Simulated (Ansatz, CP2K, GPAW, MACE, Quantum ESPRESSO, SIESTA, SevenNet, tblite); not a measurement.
## GPAW on twisted graphene bilayer, 46.83° (76 atoms): settings against a plane-wave reference

Aim: run twisted graphene bilayer, 46.83° (76 atoms) in GPAW and see how near its forces come to a plane-wave reference, and at what cost.

Program: GPAW 26.7.0. Level of theory: the method is named at each step. Values are calculated unless marked as measured.

## (1) Set-up

The cell holds 76 atoms: 76 C. Its edges and angles: a = 10.723 Å, b = 10.723 Å, c = 15.530 Å, α = 90.0°, β = 90.0°, γ = 120.0°. It derives from C (graphene). Graphene (a = 2.46 Å) under graphene (a = 2.46 Å), bilayer, commensurate cell of 19 unit cells a layer, twist 46.83 deg; facing planes 3.53 Å apart as built; 12 Å of vacuum; minimised with a classical potential Then every atom was moved at random, 0.05 Å r.m.s. a Cartesian component. Regions: layer 1, 38 atoms (38 C); layer 2, 38 atoms (38 C). Vacuum lies along c.

The yardstick, on the same geometry:

```
method                 : Kohn-Sham DFT, PBE, SSSP efficiency 1.3.0 pseudopotentials, plane waves (Quantum ESPRESSO 7.5); sssp-pbe-1.3.0-efficiency, cutoffs 45/360 Ry, Γ point
r.m.s. force component : 2.982 eV/Å
longest force          : 12.83 eV/Å
time                   : 98 s on 4 MPI ranks of Arm Neoverse V2, shared host
CPU time               : 6.5 min
```

## (2) PBE, LCAO dzp, h 0.2 Å

Method: Kohn-Sham DFT, PBE, PAW, atomic orbitals (dzp).

run.py reads:

```python
import numpy as np
from ase.io import read
from gpaw import GPAW, FermiDirac

atoms = read("structure.xyz")
atoms.calc = GPAW(
    mode="lcao",
    basis="dzp",
    h=0.2,
    xc="PBE",
    kpts={"size": (1, 1, 1), "gamma": True},
    occupations=FermiDirac(0.05),
    maxiter=200,
    symmetry={"point_group": False},
    txt="gpaw.txt",
)
energy = atoms.get_potential_energy(force_consistent=True)
forces = atoms.get_forces()
print(f"energy {energy:.6f} eV")
print("forces (eV/A)")
for i, (a, f) in enumerate(zip(atoms, forces)):
    print(f"{i:4d} {a.symbol:2s} {f[0]:10.5f} {f[1]:10.5f} {f[2]:10.5f}")
print(f"Fermi level {atoms.calc.get_fermi_level():.4f} eV")
for k in range(len(atoms.calc.get_ibz_k_points())):
    for s in range(atoms.calc.get_number_of_spins()):
        e = atoms.calc.get_eigenvalues(kpt=k, spin=s)
        n = np.searchsorted(e, atoms.calc.get_fermi_level())
        print(f"k {k} spin {s} levels about the Fermi level:", np.round(e[max(n - 6, 0):n], 4).tolist(), "|", np.round(e[n:n + 6], 4).tolist())
```

structure.xyz reads:

```xyz
76
Lattice="10.72290 0.00000 0.00000 -5.36145 9.28630 0.00000 0.00000 0.00000 15.53000" Properties=species:S:1:pos:R:3 pbc="T T T"
C -2.26141 7.13717 5.99613
C -1.39226 6.08104 6.05934
C 2.76565 0.35381 6.06990
C -1.69899 8.55055 6.11199
C 0.53984 1.24854 6.08326
C 1.40245 0.08766 6.03294
C 0.23789 3.73801 6.12705
C 1.17512 2.60666 6.10810
C -0.01930 6.25339 6.06804
C 0.84309 5.03364 6.10391
C -0.31166 8.56856 6.04226
C 0.45819 7.59229 6.05810
C 2.60808 2.77298 6.08667
C 3.38763 1.63801 6.09879
C 2.26570 5.28140 6.03527
C 3.05099 4.20484 5.97812
C 1.93591 7.70206 6.06773
C 2.83953 6.46735 6.06571
C 7.12124 0.80354 6.01586
C 2.52010 8.94921 6.09149
C 4.73700 1.79569 6.01073
C 5.61901 0.75943 5.97827
C 4.53943 4.21097 6.05111
C 5.38853 3.01238 6.04133
C 4.29168 6.75160 6.05996
C 5.09751 5.45709 6.03061
C 3.86287 9.05646 6.05390
C 4.80665 8.02949 6.13357
C 6.76620 3.27463 5.98495
C 7.65063 2.15934 6.11618
C 6.44200 5.77589 6.06975
C 7.29581 4.51361 6.11571
C -4.50946 8.13043 6.08403
C -3.69527 6.96575 6.08310
C 9.00284 2.26623 6.08093
C 9.83295 1.07545 6.11556
C -1.90766 4.70676 6.08807
C -1.09872 3.57030 6.02580
C 7.83828 0.34554 9.41553
C 7.26798 1.61136 9.51942
C 6.16797 4.20809 9.48790
C 5.67633 5.58376 9.52067
C 5.95984 1.78938 9.50032
C 5.39464 3.00050 9.48153
C 0.25220 8.64257 9.38789
C 5.08630 0.62014 9.49163
C 4.15839 5.72380 9.46538
C 3.72733 6.97559 9.47578
C 4.04248 3.23693 9.48603
C 3.37728 4.59208 9.45140
C 3.66439 0.76863 9.51896
C 3.13307 2.10270 9.49256
C 2.20693 7.19363 9.51197
C 1.63991 8.57042 9.51632
C 1.99108 4.73165 9.48262
C 1.39403 6.05439 9.43479
[... 16 atom lines left out ...]
C 8.20500 2.68959 9.46554
C 7.68505 4.02385 9.48976
C 6.44795 6.66283 9.45311
C 5.95855 7.96180 9.44286
```

Launch:

```
$ OMP_NUM_THREADS=1 python run.py > output.txt
```

The program printed:

```text
energy -668.631699 eV
forces (eV/A)
   0 C    -1.35944    4.02644    1.29453
   1 C    -0.75408   -3.52422   -0.08197
   2 C     2.61552   -0.42282    0.18777
   3 C    -2.27575   -4.37360   -1.24536
   4 C     0.66866    1.21421   -0.02931
   5 C    -0.71059    3.72655    0.43082
   6 C     5.62560   -0.19519   -0.63056
   7 C    -2.05755   -1.54170   -0.06540
   8 C     1.74896   -2.33881    0.17715
   9 C    -1.50132    3.11859   -0.28130
  10 C    -4.21187   12.99128   -0.21739
  11 C     9.00598   -8.86185   -0.00268
  12 C    -3.58587    3.66004   -0.44296
  13 C    -2.24365   -0.47925   -0.47153
  14 C    -4.01168   -3.01843    0.11555
  15 C     5.16315   -7.56663    0.96095
  16 C    -0.55846   -3.49771    0.04657
  17 C     1.03612    9.10638   -0.10684
  18 C    -4.99040    4.04752    0.47596
  19 C    -1.41269   -0.97091   -0.58252
  20 C     2.86840   -0.17747    0.15723
  21 C     3.05575   -6.86745    0.41341
  22 C    -1.95954   -1.07439   -0.68461
  23 C    -2.39081    4.53897   -0.47565
[...]
68 C     3.54914    1.14909   -0.34387
  69 C    -4.82885   -2.75295    0.56926
  70 C     6.48559   -7.78728    0.07427
  71 C    -7.53384    4.47514    0.23705
  72 C    -2.61524    3.01620    0.67179
  73 C    -3.86355    1.96043   -0.14258
  74 C     5.45594    1.75005    0.09979
  75 C    -1.56635    2.91670    0.99067
Fermi level 0.0138 eV
k 0 spin 0 levels about the Fermi level: [-1.7532, -1.6468, -1.5967, -1.5885, -1.4943, -1.3541] | [2.0726, 2.1027, 2.2548, 2.2864, 2.3725, 2.4559]
```

gpaw.txt:

```text
Input parameters:
  mode=LCAO(),
  basis={'default': 'dzp'},
  h=0.2,
  kpts=MonkhorstPack(size=(1, 1, 1), gamma=True),
  maxiter=200,
  occupations=Occupations(name='fermi-dirac', width=0.05, fixmagmom=False),
  symmetry=Symmetry(point_group=False),
  xc=XC(name='PBE')
Unit cell  # Å
| periodic |         x |        y |         z |   lengths |     angles |
|----------|-----------|----------|-----------|-----------|------------|
|      yes | 10.722900 | 0.000000 |  0.000000 | 10.722900 |  90.000000 |
|      yes | -5.361450 | 9.286300 |  0.000000 | 10.722897 |  90.000000 |
|      yes |  0.000000 | 0.000000 | 15.530000 | 15.530000 | 120.000010 |
Number of symmetries: 1
Symmetry operations  # r_c * U_cc + t_c -> r_c
|   | kind |            matrix            |
|---|------|------------------------------|
| 0 |  E   |  1, 0, 0,  0, 1, 0,  0, 0, 1 |
BZ-sampling:
  Number of BZ points: 1
  Number of IBZ points: 1
  Monkhorst-Pack size: [1, 1, 1]
  Monkhorst-Pack shift: [0, 0, 0]
[... lines left out ...]
      Number of RI-basis functions 0
Reference energy: -78099.736776  # eV
eigensolver:
density mixing:
  MSR1-Mixer
occupation numbers:
  Fermi-Dirac:
    width: 0.0500  # eV
FastPoissonSolver using
    Stencil: 8*3+1=25 point O(h^6) finite-difference Laplacian
xc functional:
  name: PBE with 2 nearest neighbor stencil
interpolation: tri-quintic # 5. degree polynomial
Initialization done in: 5.484 s
convergence criteria:
- Maximum [total energy] change in last 3 cyles: 0.0005 eV / valence electron
- Maximum integral of absolute [dens]ity change: 0.0001 electrons / valence electron
- Maximum integral of absolute [eigenst]ate change: 4e-08 eV^2 / valence electron
maximum number of iterations: 200
SCF iterations
|iter     |      energy | eigst |  dens |
|---------|-------------|-------|-------|
|iter:   1| -680.952778 |      c|       |
|iter:   2| -679.063545 |      c| -0.90 |
|iter:   3| -668.502850 |      c| -0.93 |
|iter:   4| -668.673140 |      c| -1.59 |
|iter:   5| -668.660689 |      c| -2.13 |
|iter:   6| -668.633109c|      c| -2.33 |
|iter:   7| -668.631821c|      c| -3.18 |
|iter:   8| -668.631727c|      c| -3.74 |
|iter:   9| -668.631699c|      c| -4.06c|
Converged in 9 steps
SCF loop duration: 38.256 s (4.251 s/step)
Energy contributions relative to reference atoms: (reference = -78099.736776)
Energy contributions:
  Kinetic:         603.902617
  Coulomb:        -612.115642
  Zero:             14.090117
  External:          0.000000
  Xc:             -674.508791
  Entropy:          -0.000000
  Spinorbit:         0.000000
  ----------------------------
  Free energy:    -668.631699
  Extrapolated:   -668.631699
dipole moment: (-5.497461, 0.289313, -0.001042)  # |e|*Ang
Fermi level: 0.014
Eigenvalues  # (at kpt = [0.000, 0.000, 0.000])
| band index |      eig [eV] | occ [0-2] |
|------------|---------------|-----------|
|          0 |       -19.475 |     2.000 |
|        ... |               |           |
|        144 |        -2.044 |     2.000 |
|        145 |        -1.911 |     2.000 |
[...]
|        159 |         2.551 |     0.000 |
|        ... |               |           |
|        186 |         7.924 |     0.000 |
Gap: 3.427 eV
Transition (v -> c):
  (s=0, k=0, n=151, [0.00, 0.00, 0.00]) -> (s=0, k=0, n=152, [0.00, 0.00, 0.00])
No difference between direct/indirect transitions
Force computation time: 9.054  # s
timing:  # [seconds]
  Total:  52.814  # ━━━━━━━━━━━━━━━━━━━━━━━━━━━━━━━━━━━━━━━━━━━━━━━━━━━━━━━━━
  Init:    5.483  # ━━━━━━
  SCF:    38.256  # ━━━━━━━━━━━━━━━━━━━━━━━━━━━━━━━━━━━━━━━━━╸
  Forces:  9.054  # ━━━━━━━━━━
```

Elapsed: 54 s, on 1 thread of Arm Neoverse V2, shared host; peak memory 0.84 GiB.

Banners and routine set-up lines are dropped from the logs; longer cuts are marked.

Compared with the plane-wave run:

```
r.m.s. force component                  : 3.161 eV/Å
r.m.s. difference of force components   : 206.5 meV/Å
longest difference of force vectors     : 828.6 meV/Å
force difference over r.m.s. force      : 6.923 %
slope of forces against the reference's : 1.059
correlation of force components         : 0.9994
```

A closer look about C11, which bears the longest force: 10 atoms, nearest first, numbered in the order of the input, with positions taken from that point.

| atom | x | y | z | distance (Å) | bonds | Fx | Fy | Fz (eV/Å) |
| --- | --- | --- | --- | --- | --- | --- | --- | --- |
| C11 | 0.00 | 0.00 | 0.00 | 0.00 | 3 | -4.21 | 12.99 | -0.22 |
| C12 | 0.77 | -0.98 | 0.02 | 1.24 | 3 | 9.01 | -8.86 | 0.00 |
| C4 | -1.39 | -0.02 | 0.07 | 1.39 | 3 | -2.28 | -4.37 | -1.25 |
| C22 | 0.57 | 1.48 | -0.06 | 1.58 | 3 | 3.06 | -6.87 | 0.41 |
| C9 | 0.29 | -2.32 | 0.03 | 2.33 | 3 | 1.75 | -2.34 | 0.18 |
| C17 | 2.25 | -0.87 | 0.03 | 2.41 | 3 | -0.56 | -3.50 | 0.05 |
| C1 | -1.95 | -1.43 | -0.05 | 2.42 | 3 | -1.36 | 4.03 | 1.29 |
| C3 | -2.28 | 1.07 | 0.03 | 2.52 | 3 | 2.62 | -0.42 | 0.19 |
| C21 | -0.31 | 2.51 | -0.03 | 2.53 | 3 | 2.87 | -0.18 | 0.16 |
| C19 | 2.07 | 1.52 | -0.03 | 2.57 | 3 | -4.99 | 4.05 | 0.48 |

Atoms are counted from 1 here, from 0 in the log.

Forces lie 6.9 % from the reference's, at 0.14 times its CPU time (on 1 against 4 cores).

## (3) PBE, plane waves 450 eV

Method: Kohn-Sham DFT, PBE, PAW, plane waves.

run.py, as its differences from that of step 2:

```diff
@@ -2,3 +2,4 @@
 from ase.io import read
-from gpaw import GPAW, FermiDirac
+from gpaw import GPAW, FermiDirac, PW
+from ase.parallel import parprint as print
 
@@ -6,5 +7,3 @@
 atoms.calc = GPAW(
-    mode="lcao",
-    basis="dzp",
-    h=0.2,
+    mode=PW(450),
     xc="PBE",
@@ -14,2 +13,3 @@
     symmetry={"point_group": False},
+    nbands=184,
     txt="gpaw.txt",
```

structure.xyz is that of step 2.

Launch:

```
$ OMP_NUM_THREADS=1 mpirun -np 2 gpaw python run.py > output.txt
```

The program printed:

```text
energy -689.662734 eV
forces (eV/A)
   0 C    -1.27507    3.68886    1.34189
   1 C    -0.69224   -3.33594   -0.15660
   2 C     2.57798   -0.50863    0.17320
   3 C    -2.12846   -4.21255   -1.31706
   4 C     0.61380    1.13397   -0.04870
   5 C    -0.67285    3.59252    0.44168
   6 C     5.37527   -0.13263   -0.69755
   7 C    -1.99985   -1.48937   -0.06489
   8 C     1.47265   -2.20722    0.16375
   9 C    -1.44583    3.01298   -0.31685
  10 C    -4.05486   12.22000   -0.18674
  11 C     8.49959   -8.45985   -0.04788
  12 C    -3.60027    3.36615   -0.46460
  13 C    -2.14600   -0.33313   -0.51590
  14 C    -3.59994   -2.94807    0.09650
  15 C     4.94831   -7.24961    1.00586
  16 C    -0.49448   -3.10927    0.02915
  17 C     0.86654    8.57578   -0.16422
  18 C    -4.78133    3.88444    0.50798
  19 C    -1.35549   -0.97517   -0.65772
  20 C     2.95685   -0.22944    0.18023
  21 C     2.90252   -6.46304    0.40548
  22 C    -1.80022   -0.73198   -0.72813
  23 C    -2.37461    4.39374   -0.52881
[...]
68 C     3.44594    1.00778   -0.35585
  69 C    -4.47171   -2.54386    0.62003
  70 C     6.06337   -7.29597    0.06369
  71 C    -7.05151    4.14560    0.28219
  72 C    -2.39605    3.10555    0.73564
  73 C    -3.71325    1.92640   -0.12702
  74 C     5.00622    1.60695    0.14735
  75 C    -1.63258    2.74106    1.05042
Fermi level 0.1664 eV
k 0 spin 0 levels about the Fermi level: [-1.8015, -1.7049, -1.653, -1.6441, -1.5556, -1.4166] | [1.9864, 2.0182, 2.1656, 2.1922, 2.278, 2.3611]
```

gpaw.txt:

```text
Input parameters:
  mode=PW(ecut=450.000000),
  kpts=MonkhorstPack(size=(1, 1, 1), gamma=True),
  maxiter=200,
  nbands=184,
  occupations=Occupations(name='fermi-dirac', width=0.05, fixmagmom=False),
  symmetry=Symmetry(point_group=False),
  xc=XC(name='PBE')
Diagonalizing LCAO Hamiltonian
Converting LCAO to pw mode
Unit cell  # Å
[... lines left out ...]
  Converge bands: occupied
[... lines left out ...]
  Fermi-Dirac:
[... lines left out ...]
convergence criteria:
- Maximum [total energy] change in last 3 cyles: 0.0005 eV / valence electron
[... lines left out ...]
Converged in 12 steps
[... lines left out ...]
  Kinetic:         705.525873
  Coulomb:        -707.469242
  Zero:              0.439033
  External:          0.000000
  Xc:             -688.158398
  Entropy:          -0.000000
  Spinorbit:         0.000000
  ----------------------------
  Free energy:    -689.662734
  Extrapolated:   -689.662734
dipole moment: (-5.555156, 0.301795, -0.001428)  # |e|*Ang
Fermi level: 0.166
Eigenvalues  # (at kpt = [0.000, 0.000, 0.000])
| band index |      eig [eV] | occ [0-2] |
|------------|---------------|-----------|
|          0 |       -19.457 |     2.000 |
|        ... |               |           |
|        144 |        -2.118 |     2.000 |
|        145 |        -1.897 |     2.000 |
[...]
|        159 |         2.457 |     0.000 |
|        ... |               |           |
|        183 |         6.582 |     0.000 |
Gap: 3.403 eV
Transition (v -> c):
  (s=0, k=0, n=151, [0.00, 0.00, 0.00]) -> (s=0, k=0, n=152, [0.00, 0.00, 0.00])
No difference between direct/indirect transitions
Force computation time: 3.333  # s
```

Elapsed: 78 s, on 2 MPI ranks; peak memory 1.3 GiB.

Compared with the plane-wave run:

| Property | Result |
| --- | --- |
| r.m.s. force component | 2.989 eV/Å |
| r.m.s. difference of force components | 10.71 meV/Å |
| longest difference of force vectors | 59.42 meV/Å |
| force difference over r.m.s. force | 0.3593 % |
| slope of forces against the reference's | 1.002 |
| correlation of force components | 1 |

Against the first run (6.9 %), the force difference from the reference is 0.36 %, at 2.9 times the CPU time (on 2 against 1 cores).

## (4) PBE, LCAO sz(dzp), h 0.2 Å

Method: Kohn-Sham DFT, PBE, PAW, atomic orbitals (sz(dzp)).

run.py, as its differences from that of step 3:

```diff
@@ -2,4 +2,3 @@
 from ase.io import read
-from gpaw import GPAW, FermiDirac, PW
-from ase.parallel import parprint as print
+from gpaw import GPAW, FermiDirac
 
@@ -7,3 +6,5 @@
 atoms.calc = GPAW(
-    mode=PW(450),
+    mode="lcao",
+    basis="sz(dzp)",
+    h=0.2,
     xc="PBE",
@@ -13,3 +14,2 @@
     symmetry={"point_group": False},
-    nbands=184,
     txt="gpaw.txt",
```

structure.xyz is that of step 3.

Launch:

```
$ OMP_NUM_THREADS=1 python run.py > output.txt
```

The program printed:

```text
energy -567.717227 eV
forces (eV/A)
   0 C    -1.71667    5.26960    1.10485
   1 C    -0.91971   -4.29003    0.14004
   2 C     2.73335    0.00595    0.27054
   3 C    -2.89383   -4.93981   -0.83741
   4 C     0.86369    1.63450    0.11019
   5 C    -0.83742    4.14279    0.34065
[...]
73 C    -4.28862    2.12834   -0.20077
  74 C     7.03613    2.16371   -0.18262
  75 C    -1.26261    3.54796    0.62749
Fermi level -1.5170 eV
k 0 spin 0 levels about the Fermi level: [-4.1652, -4.0436, -3.9906, -3.9672, -3.8673, -3.7174] | [-0.2955, -0.2837, -0.1202, -0.0828, 0.0101, 0.088]
```

gpaw.txt:

```text
Input parameters:
  mode=LCAO(),
  basis={'default': 'sz(dzp)'},
  h=0.2,
  kpts=MonkhorstPack(size=(1, 1, 1), gamma=True),
  maxiter=200,
  occupations=Occupations(name='fermi-dirac', width=0.05, fixmagmom=False),
[... lines left out ...]
  Fermi-Dirac:
[... lines left out ...]
convergence criteria:
- Maximum [total energy] change in last 3 cyles: 0.0005 eV / valence electron
[... lines left out ...]
Converged in 8 steps
[... lines left out ...]
  Free energy:    -567.717227
[... lines left out ...]
Fermi level: -1.517
[... lines left out ...]
|        ... |               |           |
|        186 |         5.785 |     0.000 |
Gap: 3.422 eV
Transition (v -> c):
  (s=0, k=0, n=151, [0.00, 0.00, 0.00]) -> (s=0, k=0, n=152, [0.00, 0.00, 0.00])
No difference between direct/indirect transitions
Force computation time: 2.235  # s
timing:  # [seconds]
  Total:  19.751  # ━━━━━━━━━━━━━━━━━━━━━━━━━━━━━━━━━━━━━━━━━━━━━━━━━━━━━━━━━
  Init:    4.695  # ━━━━━━━━━━━━━╸
  SCF:    12.800  # ━━━━━━━━━━━━━━━━━━━━━━━━━━━━━━━━━━━━━
  Forces:  2.235  # ━━━━━━╸
```

It took 21 s on 1 thread; peak memory 0.68 GiB.

Against the reference:

```yaml
r_m_s_force_component: 3.777 eV/Å
r_m_s_difference_of_force_components: 907.3 meV/Å
longest_difference_of_force_vectors: 3443 meV/Å
force_difference_over_r_m_s_force: 30.42 %
slope_of_forces_against_the_reference_s: 1.256
correlation_of_force_components: 0.9915
```

This is a coarse setting, run to see what it loses.

Against the first run (6.9 %), the force difference from the reference is 30 %, at 0.39 times the CPU time, with 304 basis functions against 988: the smaller basis costs accuracy.

[end of part 1 of 2]

[Long decimals in the printed logs are rounded to 6 places.]

[Also dropped from logs without a mark: lines with file paths, logging warnings of Python, QE's lines on negative density and diagonalisation, SIESTA's first energy breakdown, zero terms and Voronoi charges.]

[Logs are printed without paths, hosts, clocks, repeated set-up lines and the standing remarks that a program may print on its own settings, such as how far it seeks lower states.]

[Hosts, paths, dates, database ids (printed as entryN), source tags and the programs' standing remarks are cut or masked in the printed files.]

[Most failed runs of this program on this cell are left out, timed-out ones always.]
